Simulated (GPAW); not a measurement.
**AlN (F-43m): refractive index against wavelength**

The refractive index of AlN (F-43m) below the direct gap (4.08 eV on the mesh) is read from one computed spectrum, n = √(Re ε).

Symmetry: F-43m, No. 216, cubic system. The conventional cell has a = 4.368 Å, b = 4.368 Å, c = 4.368 Å, α = 90.00°, β = 90.00°, γ = 90.00°. Al on site a is surrounded by 4 N at 1.89 Å. N on site d has 4 Al at 1.89 Å as nearest neighbours.

Method: GPAW 26.7.0, LDA, RPA, k-mesh 16×16×16, local fields up to 80 eV, Lorentzian half width 0.1 eV.

Launch of the response step: `OMP_NUM_THREADS=1 python df.py`. The run took 25 s, its band step included, on 1 thread of Arm Neoverse V1, with other jobs on the host.

| wavelength (nm) | photon energy E (eV) | n |
| --- | --- | --- |
| 1310 | 0.946 | 2.1300 |
| 1064 | 1.165 | 2.1362 |
| 850 | 1.459 | 2.1467 |
| 700 | 1.771 | 2.1610 |
| 633 | 1.959 | 2.1713 |
| 532 | 2.331 | ? |
| 450 | 2.755 | 2.2329 |

In the single-oscillator model n² − 1 = E₀E_d/(E₀² − E²), so 1/(n² − 1) = E₀/E_d − E²/(E₀E_d) is linear in E².

Working, on the rows shown:

| x = E² (eV²) | y = 1/(n² − 1) |
| --- | --- |
| 0.895757 | 0.282733 |
| 1.35784 | 0.280635 |
| 2.12762 | 0.277137 |
| 3.13716 | 0.272485 |
| 3.83641 | 0.269212 |
| 7.59115 | 0.250888 |

Means: x̄ = 3.1577, ȳ = 0.27218. Σ(x − x̄)(y − ȳ) = -0.1406, Σ(x − x̄)² = 29.53. Slope = -0.1406 / 29.53 = -0.004761; intercept = ȳ − slope · x̄ = 0.28722. Turned back into n, the line misses the rows shown by at most 0.00083.

Predict the last column of the withheld row from the fit.

At x = 5.4314 the line gives y = 0.26136, that is 2.1969. The run gave 2.1960, so the interpolation is off by 0.00086, 0.8 % of the range in the table.

Refitted with all rows, the slope is -0.004746 and the intercept 0.2872. These give E₀ = √(intercept/−slope) = 7.78 eV and E_d = E₀/intercept = 27.1 eV; E₀ is 1.9 times the direct gap. The electronic limit at long wavelengths, without lattice vibrations, is n = √(1 + 1/intercept) = 2.117. Excitons are left out; LDA gaps are as a rule too small. The values come from a sum over the points of one k-mesh and carry its error, which grows as the direct gap shrinks.
